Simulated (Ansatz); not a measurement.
## A hypothetical structure for KAl3

This structure for KAl3 is made up. Its elements were placed in a known structure type with a cell scaled to their sizes. What cell does the guess relax to, and how far off was it?

Program: Ansatz 0.2.0. Level of theory: DFT, r2SCAN, plane-wave PAW, files of the set soft_1, scalar-relativistic, no spin, cell and ions relaxed at zero pressure; PAW set soft_1, in the first sound run; inputs show where later runs differ. Results are calculated unless marked as measured.

## Step 1: Set-up

It takes space group Fm-3m (No. 225, cubic). The conventional cell has a = 7.333 Å, b = 7.333 Å, c = 7.333 Å, α = 90.00°, β = 90.00°, γ = 90.00°. Nearest to K lie 8 Al at 3.18 Å. Nearest to Al lie 8 Al at 3.18 Å. Nearest to Al lie 4 Al at 3.18 Å and 4 K at 3.18 Å. Farther neighbours are not listed.

Structure file:

```cif
data_structure
_symmetry_space_group_name_H-M 'Fm-3m'
_symmetry_Int_Tables_number 225
_cell_length_a 7.3330
_cell_length_b 7.3330
_cell_length_c 7.3330
_cell_angle_alpha 90.000
_cell_angle_beta 90.000
_cell_angle_gamma 90.000
_cell_volume 394.32
loop_
_atom_site_label
_atom_site_type_symbol
_atom_site_symmetry_multiplicity
_atom_site_Wyckoff_symbol
_atom_site_fract_x
_atom_site_fract_y
_atom_site_fract_z
_atom_site_occupancy
K1 K 4 a 0.00000 0.00000 0.00000 1
Al1 Al 4 b 0.50000 0.00000 0.00000 1
Al2 Al 8 c 0.25000 0.25000 0.75000 1
```

## Step 2: Relaxation of the guess

The guess takes its coordinates from another compound and its volume from a rule, so the cell and any free coordinates are relaxed together.

The input, input.yaml:

```yaml
crystal:
  lattice:
    - [0.0, 3.6665, 3.6665]
    - [3.6665, 0.0, 3.6665]
    - [3.6665, 3.6665, 0.0]
  atoms:
    - { symbol: K, position: [0.0, 0.0, 0.0] }
    - { symbol: Al, position: [0.5, 0.5, 0.5] }
    - { symbol: Al, position: [0.75, 0.75, 0.75] }
    - { symbol: Al, position: [0.25, 0.25, 0.25] }
kpoints:
  mp_grid: { grid: [6, 6, 6] }
scf:
  occupations: { method: fermi_dirac, width: 0.05 }
hamiltonian:
  xc: r2scan
  pseudopotentials: { kind: paw, azcp: { folder: soft_1 } }
relax:
  f_tol: 0.015
  max_steps: 70
  cell: {}
output:
  forces: true
  stress: true
```

Started as:

```bash
> ansatz run input.yaml --threads 4 --pin off --max-ram 10240MiB --backend cpu --events-out ev --progress --plain --runs-dir out
```

Numbers of over 12 decimals in the logs are rounded to 6 here.

What it wrote:

```text
Engine: ansatz 0.2.0, aarch64-unknown-linux-gnu
Pseudopotentials: kind: paw
Pseudopotential: K, paw, valence charge 9, recommended cutoff 500 eV (meta_gga), soft_1/K.paw.azcp
Pseudopotential: Al, paw, valence charge 3, recommended cutoff 500 eV (meta_gga), soft_1/Al.paw.azcp
Functional definition: r2SCAN
  parameter k0 = 0.174
  parameter k1 = 0.065
  parameter a1 = 4.9479
  exchange = r2scan_x(k0 = k0, k1 = k1, a1 = a1)
  correlation = r2scan_c
Crystal: 4 atoms, lattice volume = 98.579 Å³
Basis set: ecut = 500 eV, 2445 PW (Γ), exchange–correlation on 160×160×160 points (64 copies of the dense FFT grid, shifted against one another)
Bands: 13, of which v1, the nominal top of the filled ones, is band 9 counted from 1 (8 counted from 0)
Symmetry: 48 space group operations
Space group: Fm-3m (ITA 225), of the structure as read, at distance tolerance 4.6e-5 Å
k-points: 16 of 216
Non-local potential: K, projectors of the file, l = 0: 3, l = 1: 2, l = 2: 2
Non-local potential: Al, projectors of the file, l = 0: 2, l = 1: 2, l = 2: 1
PAW form: soft (Blöchl's): semilocal exchange-correlation on the pseudo side does not see the compensation charge
PAW frozen core: K, regenerated for the run's functional (the file was generated under x = pbe(κ = 0.804, μ = 0.219515), c = pbe(β = 0.066725))
PAW frozen core: Al, regenerated for the run's functional (the file was generated under x = pbe(κ = 0.804, μ = 0.219515), c = pbe(β = 0.066725))
PAW one-centre angular grid: K, 302 points (default); XC on 160 Gauss nodes
PAW one-centre angular grid: Al, 302 points (default); XC on 160 Gauss nodes
Initial density: superposition of atomic densities (chi_scale 0.1, normalization cell, long waves kept (reshape's long-wave potential 0.00 eV rms))
Initial wavefunctions: pseudopotential atomic-orbital guess
Functional: x = r2scan, c = r2scan; τ floored in thin density (d = 2e-4 eV/Å³)
iter 1 solved again at ethr=1.87e-3 eV; its pass at ethr=3.10e-3 eV (dr2=3.36e-1 eV) is discarded
SCF iter   1: F=—  HF=-3161.815603 eV  |F-HF|=—  |Δ(HF+E_count)|=         —  Δρ=1.62e-2  dr2=3.37e-1  dr2_τ=6.27e-3  ethr=1.87e-3  ⟨swp⟩=1.0  Hψ=1717  notcnv=0
preconditioner: auto → Kerker (q_TF=auto, 2.055 Å⁻¹)  [metal: Δε(μ)=0.092 eV  Ē_g=5.522 eV  σ=0.050 eV  W_gap=0.37  n_scr=14 (ndim 8)  ℏωp=11.8 eV  f_vac=0.000  D(μ)=1.77/eV (n_scr^D=14)]
SCF iter   2: F=—  HF=-3161.852472 eV  |F-HF|=—  |Δ(HF+E_count)|=   3.69e-2  Δρ=1.09e-2  dr2=1.55e-1  dr2_τ=8.13e-4  ethr=1.87e-3  ⟨swp⟩=2.0  Hψ=263  notcnv=0
SCF iter   3: F=—  HF=-3161.838135 eV  |F-HF|=—  |Δ(HF+E_count)|=   1.43e-2  Δρ=1.04e-3  dr2=1.22e-3  dr2_τ=2.72e-4  ethr=8.59e-4  ⟨swp⟩=2.8  Hψ=337  notcnv=0
SCF iter   4: F=—  HF=-3161.839500 eV  |F-HF|=—  |Δ(HF+E_count)|=   1.37e-3  Δρ=1.95e-4  dr2=3.26e-5  dr2_τ=1.44e-6  ethr=6.78e-6  ⟨swp⟩=2.4  Hψ=326  notcnv=0
SCF iter   5: F=—  HF=-3161.839569 eV  |F-HF|=—  |Δ(HF+E_count)|=   6.90e-5  Δρ=4.20e-5  dr2=1.96e-6  dr2_τ=4.25e-8  ethr=1.81e-7  ⟨swp⟩=2.0  Hψ=290  notcnv=0
SCF iter   6: F=—  HF=-3161.839572 eV  |F-HF|=—  |Δ(HF+E_count)|=   2.61e-6  Δρ=1.11e-5  dr2=1.21e-7  dr2_τ=1.08e-8  ethr=1.09e-8  ⟨swp⟩=2.1  Hψ=338  notcnv=0
SCF iter   7: F=-3161.839572 eV  HF=-3161.839572 eV  |F-HF|=1.53e-9  |Δ(HF+E_count)|=   1.31e-7  Δρ=2.74e-6  dr2=1.53e-8  dr2_τ=5.10e-11  ethr=5.56e-10  ⟨swp⟩=4.0  Hψ=644  notcnv=0
SCF 1 converged in 7 iterations: F = -3161.839572 eV  dr2 = 1.53e-8
  greatest PAW one-centre occupation: 0.990 electrons in one spin orbital (limit 2), on the K atom at site 0 (counted from 0), in its partial waves of l = 0
relax step   1: F+E_penalty+E_count = -3161.83957211 eV  Δ(F+E_penalty+E_count) = +0.000e0 eV  max|allowed force component| = 1.503e-17 eV/Å  Δτ_max = 0.0000 Å  P = -3.347 GPa  Ω = 98.579 Å³  (7 SCF iters, dr2 threshold 1.00e-7 eV, accepted)
Crystal: 4 atoms, lattice volume = 90.708 Å³
Basis set: ecut = 500 eV, 2277 PW (Γ), exchange–correlation on 160×160×160 points (64 copies of the dense FFT grid, shifted against one another)
Initial density: handed on by an earlier stage of this run
Initial wavefunctions: those handed on with the density
iter 1 solved again at ethr=1.47e-5 eV; its pass at ethr=3.10e-3 eV (dr2=2.65e-3 eV) is discarded
SCF iter   1: F=—  HF=-3161.907000 eV  |F-HF|=—  |Δ(HF+E_count)|=         —  Δρ=1.52e-3  dr2=2.69e-3  dr2_τ=3.49e-2  ethr=1.47e-5  ⟨swp⟩=1.4  Hψ=1498  notcnv=0
preconditioner: auto → Kerker (q_TF=auto, 2.084 Å⁻¹)  [metal: Δε(μ)=0.137 eV  Ē_g=9.964 eV  σ=0.050 eV  W_gap=0.49  n_scr=14 (ndim 8)  ℏωp=15.6 eV  f_vac=0.000  D(μ)=1.91/eV (n_scr^D=14)]
SCF iter   2: F=—  HF=-3161.956143 eV  |F-HF|=—  |Δ(HF+E_count)|=   4.91e-2  Δρ=1.17e-3  dr2=1.55e-3  dr2_τ=2.92e-5  ethr=1.47e-5  ⟨swp⟩=2.0  Hψ=416  notcnv=0
SCF iter   3: F=—  HF=-3161.956557 eV  |F-HF|=—  |Δ(HF+E_count)|=   4.14e-4  Δρ=3.24e-4  dr2=1.49e-4  dr2_τ=2.98e-5  ethr=8.59e-6  ⟨swp⟩=2.0  Hψ=305  notcnv=0
SCF iter   4: F=—  HF=-3161.956561 eV  |F-HF|=—  |Δ(HF+E_count)|=   3.98e-6  Δρ=1.23e-4  dr2=1.84e-5  dr2_τ=8.84e-7  ethr=8.29e-7  ⟨swp⟩=2.1  Hψ=338  notcnv=0
SCF iter   5: F=—  HF=-3161.956563 eV  |F-HF|=—  |Δ(HF+E_count)|=   2.68e-6  Δρ=3.52e-5  dr2=1.17e-6  dr2_τ=7.92e-8  ethr=1.02e-7  ⟨swp⟩=2.0  Hψ=335  notcnv=0
SCF iter   6: F=-3161.956564 eV  HF=-3161.956564 eV  |F-HF|=3.01e-8  |Δ(HF+E_count)|=   3.11e-7  Δρ=6.90e-6  dr2=3.24e-8  dr2_τ=4.18e-9  ethr=2.22e-9  ⟨swp⟩=4.6  Hψ=722  notcnv=0
SCF 2 converged in 6 iterations: F = -3161.956564 eV  dr2 = 3.24e-8
relax step   2: F+E_penalty+E_count = -3161.95656382 eV  Δ(F+E_penalty+E_count) = -1.170e-1 eV  max|allowed force component| = 6.129e-17 eV/Å  Δτ_max = 0.0000 Å  P = -1.223 GPa  Ω = 90.708 Å³  energy of the carried Pulay correction = +5.985e-4 eV  (6 SCF iters, dr2 threshold 4.00e-7 eV, accepted)
Crystal: 4 atoms, lattice volume = 86.724 Å³
Basis set: ecut = 500 eV, 2229 PW (Γ), exchange–correlation on 160×160×160 points (64 copies of the dense FFT grid, shifted against one another)
iter 1 solved again at ethr=6.05e-6 eV; its pass at ethr=3.10e-3 eV (dr2=1.09e-3 eV) is discarded
SCF iter   1: F=—  HF=-3161.949086 eV  |F-HF|=—  |Δ(HF+E_count)|=         —  Δρ=9.40e-4  dr2=1.02e-3  dr2_τ=1.03e-2  ethr=6.05e-6  ⟨swp⟩=1.2  Hψ=1471  notcnv=0
preconditioner: auto → Kerker (q_TF=auto, 2.099 Å⁻¹)  [metal: Δε(μ)=0.083 eV  Ē_g=10.123 eV  σ=0.050 eV  W_gap=0.39  n_scr=14 (ndim 8)  ℏωp=15.9 eV  f_vac=0.000  D(μ)=1.71/eV (n_scr^D=14)]
SCF iter   2: F=—  HF=-3161.968897 eV  |F-HF|=—  |Δ(HF+E_count)|=   1.98e-2  Δρ=6.80e-4  dr2=5.05e-4  dr2_τ=1.37e-5  ethr=5.65e-6  ⟨swp⟩=2.0  Hψ=416  notcnv=0
SCF iter   3: F=—  HF=-3161.969011 eV  |F-HF|=—  |Δ(HF+E_count)|=   1.14e-4  Δρ=2.27e-4  dr2=7.02e-5  dr2_τ=9.86e-6  ethr=2.81e-6  ⟨swp⟩=2.0  Hψ=288  notcnv=0
SCF iter   4: F=—  HF=-3161.969005 eV  |F-HF|=—  |Δ(HF+E_count)|=   5.56e-6  Δρ=7.18e-5  dr2=6.83e-6  dr2_τ=2.71e-7  ethr=3.90e-7  ⟨swp⟩=2.3  Hψ=339  notcnv=0
SCF iter   5: F=—  HF=-3161.969005 eV  |F-HF|=—  |Δ(HF+E_count)|=   4.81e-7  Δρ=2.18e-5  dr2=5.28e-7  dr2_τ=1.91e-8  ethr=3.79e-8  ⟨swp⟩=2.0  Hψ=333  notcnv=0
SCF iter   6: F=-3161.969005 eV  HF=-3161.969005 eV  |F-HF|=5.66e-9  |Δ(HF+E_count)|=   4.94e-8  Δρ=3.46e-6  dr2=7.92e-9  dr2_τ=9.14e-10  ethr=2.22e-9  ⟨swp⟩=4.1  Hψ=685  notcnv=0
SCF 3 converged in 6 iterations: F = -3161.969005 eV  dr2 = 7.92e-9
relax step   3: F+E_penalty+E_count = -3161.96900496 eV  Δ(F+E_penalty+E_count) = -1.244e-2 eV  max|allowed force component| = 6.534e-17 eV/Å  Δτ_max = 0.0000 Å  P = +0.315 GPa  Ω = 86.724 Å³  energy of the carried Pulay correction = +9.356e-4 eV  (6 SCF iters, dr2 threshold 4.00e-7 eV, accepted)
Crystal: 4 atoms, lattice volume = 87.510 Å³
iter 1 solved again at ethr=2.98e-7 eV; its pass at ethr=3.10e-3 eV (dr2=5.36e-5 eV) is discarded
SCF iter   1: F=—  HF=-3161.968696 eV  |F-HF|=—  |Δ(HF+E_count)|=         —  Δρ=2.01e-4  dr2=4.74e-5  dr2_τ=4.24e-4  ethr=2.98e-7  ⟨swp⟩=2.1  Hψ=1413  notcnv=0
preconditioner: auto → Kerker (q_TF=auto, 2.096 Å⁻¹)  [metal: Δε(μ)=0.066 eV  Ē_g=10.113 eV  σ=0.050 eV  W_gap=0.31  n_scr=14 (ndim 8)  ℏωp=15.9 eV  f_vac=0.000  D(μ)=1.81/eV (n_scr^D=14)]
SCF iter   2: F=—  HF=-3161.969647 eV  |F-HF|=—  |Δ(HF+E_count)|=   9.51e-4  Δρ=1.38e-4  dr2=2.14e-5  dr2_τ=8.48e-7  ethr=2.63e-7  ⟨swp⟩=2.0  Hψ=356  notcnv=0
SCF iter   3: F=—  HF=-3161.969651 eV  |F-HF|=—  |Δ(HF+E_count)|=   3.94e-6  Δρ=5.54e-5  dr2=4.13e-6  dr2_τ=3.21e-7  ethr=1.19e-7  ⟨swp⟩=1.0  Hψ=208  notcnv=0
SCF iter   4: F=—  HF=-3161.969651 eV  |F-HF|=—  |Δ(HF+E_count)|=   1.94e-7  Δρ=1.43e-5  dr2=2.91e-7  dr2_τ=1.10e-8  ethr=2.29e-8  ⟨swp⟩=2.1  Hψ=336  notcnv=0
SCF iter   5: F=-3161.969651 eV  HF=-3161.969651 eV  |F-HF|=1.22e-8  |Δ(HF+E_count)|=   5.21e-8  Δρ=4.90e-6  dr2=3.00e-8  dr2_τ=9.36e-10  ethr=1.37e-9  ⟨swp⟩=4.0  Hψ=687  notcnv=0
SCF 4 converged in 5 iterations: F = -3161.969651 eV  dr2 = 3.00e-8
relax step   4: F+E_penalty+E_count = -3161.96965077 eV  Δ(F+E_penalty+E_count) = -6.458e-4 eV  max|allowed force component| = 6.997e-17 eV/Å  Δτ_max = 0.0000 Å  P = -0.020 GPa  Ω = 87.510 Å³  energy of the carried Pulay correction = +8.671e-4 eV  (5 SCF iters, dr2 threshold 2.47e-7 eV, accepted)
Initial wavefunctions: pseudopotential atomic-orbital guess (no wavefunctions were taken with the density)
iter 1 solved again at ethr=1.11e-8 eV; its pass at ethr=3.10e-3 eV (dr2=2.00e-6 eV) is discarded
SCF iter   1: F=—  HF=-3161.968914 eV  |F-HF|=—  |Δ(HF+E_count)|=         —  Δρ=9.17e-5  dr2=6.41e-7  dr2_τ=2.95e-6  ethr=1.11e-8  ⟨swp⟩=3.2  Hψ=2075  notcnv=0
preconditioner: auto → Kerker (q_TF=auto, 2.096 Å⁻¹)  [metal: Δε(μ)=0.066 eV  Ē_g=10.111 eV  σ=0.050 eV  W_gap=0.31  n_scr=14 (ndim 8)  ℏωp=15.9 eV  f_vac=0.000  D(μ)=1.81/eV (n_scr^D=14)]
SCF iter   2: F=—  HF=-3161.968918 eV  |F-HF|=—  |Δ(HF+E_count)|=   3.85e-6  Δρ=4.84e-5  dr2=1.82e-7  dr2_τ=1.98e-7  ethr=3.56e-9  ⟨swp⟩=2.0  Hψ=289  notcnv=0
SCF iter   3: F=—  HF=-3161.968919 eV  |F-HF|=—  |Δ(HF+E_count)|=   1.42e-6  Δρ=1.65e-6  dr2=2.58e-9  dr2_τ=2.01e-10  ethr=1.01e-9  ⟨swp⟩=2.0  Hψ=353  notcnv=0
SCF iter   4: F=—  HF=-3161.968919 eV  |F-HF|=—  |Δ(HF+E_count)|=  9.77e-10  Δρ=5.16e-7  dr2=2.53e-10  dr2_τ=3.23e-11  ethr=1.43e-11  ⟨swp⟩=2.1  Hψ=301  notcnv=0
SCF iter   5: F=-3161.968919 eV  HF=-3161.968919 eV  |F-HF|=6.37e-12  |Δ(HF+E_count)|=  5.46e-12  Δρ=9.58e-8  dr2=5.30e-12  dr2_τ=7.80e-13  ethr=1.00e-12  ⟨swp⟩=4.4  Hψ=722  notcnv=0
SCF 5 converged in 5 iterations: F = -3161.968919 eV  dr2 = 5.30e-12
relax step   5: F+E_penalty+E_count = -3161.96891921 eV  Δ(F+E_penalty+E_count) = +7.316e-4 eV  max|allowed force component| = 8.153e-17 eV/Å  Δτ_max = 0.0000 Å  P = -0.026 GPa  Ω = 87.510 Å³  stress off target by 2.57e-2 GPa  SCF on the basis re-selected at this cell (its energy is not comparable with the rows above)  (5 SCF iters)
basis re-selected at this cell: Δ(F+E_penalty+E_count) = +7.316e-4 eV, ΔP = -0.005 GPa vs the last step (what re-selecting the basis moved, of the pressure what is left beyond the Pulay correction that the steps carried, after the strain that the cell walked since its last selection, with what the two solves' SCF thresholds leave and, on support functions, any second-order correction that the steps lacked; it is no m [...]
SCF converged after 5 iterations
Free energy (F): -3161.968919 eV
Harris-Foulkes:  -3161.968919 eV  (|F-HF|=6.37e-12)
Internal energy: -3161.954837 eV  (E = F + TS)
E sigma→0 (E₀):  -3161.961878 eV
Entropy (-TS):   -0.014082 eV (-3.521 meV/atom)
Fermi energy:    6.482744 eV
--- Per-component energies (eV) ---
  E_band       = -74.439829
  E_kinetic    = 317.969631
  E_local      = -601.236777  (includes V_loc(G=0)·N_el)
  E_nonlocal   = 42.372326
  E_hartree    = 231.472194
  E_xc         = -235.463957
  E_vxc        = -274.811060  (∫ρ·V_xc dr)
  E_paw        = -2212.700263  (= ΣΔE_a)
  E_vpaw       = -35.633848  (= ΣTr[D̂ρ^β])
  E_aug_tail   = -0.000001  (compensation charges beyond the density's cutoff)
  E_vtau       = 13.955488  (kinetic-family band-sum trace: ∫τ·v_τ [+ j·A + Jᵃ·Aᵃ] dr)
  E_ewald      = -703.991480
  E_core_change = -0.376510  (= ΣΔE_core)
  E_smearing   = -0.014082  (= −TS)
  E_closure    = -0.000000  (closes the sum)
  Σ components = -3161.968919   (vs F -3161.968919, Δ=0.00e0)
--- Forces (eV/Å), atoms counted from 1 ---
  atom   1  K     -0.00000000     0.00000000    -0.00000000
  atom   2  Al     0.00000000    -0.00000000    -0.00000000
  atom   3  Al     0.00000000     0.00000000     0.00000000
  atom   4  Al     0.00000000    -0.00000000    -0.00000000
  max |Σ_I F_I| component: 2.78e-17 eV/Å
--- Stress (GPa, compression-positive) ---
       -0.025691      -0.000000      -0.000000
        0.000000      -0.025691       0.000000
       -0.000000       0.000000      -0.025691
  P = ⅓ Tr σ = -0.0257 GPa (-0.257 kbar)
--- Relaxed structure (4 steps of the walk, 4 accepted, 1 SCFs on fresh bases) ---
  F+E_penalty+E_count = -3161.96891921 eV   max|allowed force component| = 8.153e-17 eV/Å   (the final SCF, on the basis selected at the relaxed cell)
  cell:  # Å, volume = 87.5102 Å³
    - [0, 3.523786, 3.523786]
    - [3.523786, 0, 3.523786]
    - [3.523786, 3.523786, 0]
  atoms:
    - { symbol: K, position: [0, 0, 0] }
    - { symbol: Al, position: [0.500000, 0.500000, 0.500000] }
    - { symbol: Al, position: [0.75, 0.75, 0.75] }
    - { symbol: Al, position: [0.250000, 0.250000, 0.250000] }
```

Run time: 9.4 s. Hardware: 4 threads of Arm Neoverse N1, shared host; peak memory 0.62 GiB.

Relaxation path:

```tsv
step	energy less that of the first step (eV)	largest force component (eV/Å)	pressure (GPa)	volume (Å³)
1	0.0000	0.0000	-3.35	98.58
2	-0.1170	0.0000	-1.22	90.71
3	-0.1294	0.0000	0.31	86.72
4	-0.1301	0.0000	-0.02	87.51
5*	-0.1293	0.0000	-0.03	87.51
```

Relaxation steps marked * repeat the geometry before them on a plane-wave basis chosen anew for their cell, so energy and pressure can jump there.

The run keeps the 48 symmetry operations that it works with, so distortions that break them were not tested.

```tsv
conventional cell, symmetrised	before	after	change
a (Å)	7.333	7.048	-3.9 %
b (Å)	7.333	7.048	-3.9 %
c (Å)	7.333	7.048	-3.9 %
volume (Å³/atom)	24.64	21.88	-11.2 %
```

The relaxed structure:

```xyz
4
Lattice="0.0000 3.5238 3.5238 3.5238 0.0000 3.5238 3.5238 3.5238 0.0000" Properties=species:S:1:pos:R:3 pbc="T T T"
K     0.0000    0.0000    0.0000
Al    3.5238    3.5238    3.5238
Al    5.2857    5.2857    5.2857
Al    1.7619    1.7619    1.7619
```

Numbers from this step:

```yaml
free_energy: -3161.9689 eV
energy_at_zero_smearing: -3161.9619 eV
smearing_term_ts: 0.01408 eV
fermi_energy: 6.483 eV
gap_by_band_count: 0.06611 eV
electrons: 18
symmetry_operations: 48
pressure: -0.02569 GPa
```

Shortest distances by pair of elements, guess and relaxed (not always the same contact):

```tsv
pair	guess (Å)	relaxed (Å)
Al–K	3.175	3.052
Al–Al	3.175	3.052
K–K	5.185	4.983
```

The relaxation ends with a pressure of -0.03 GPa.

(Continued in part 2 of 2.)

[Logs are printed without paths, hosts, clocks, repeated set-up lines and the standing remarks that a program may print on its own settings, such as how far it seeks lower states.]

[Hosts, paths, dates, database ids (printed as entryN), source tags and the programs' standing remarks are cut or masked in the printed files.]
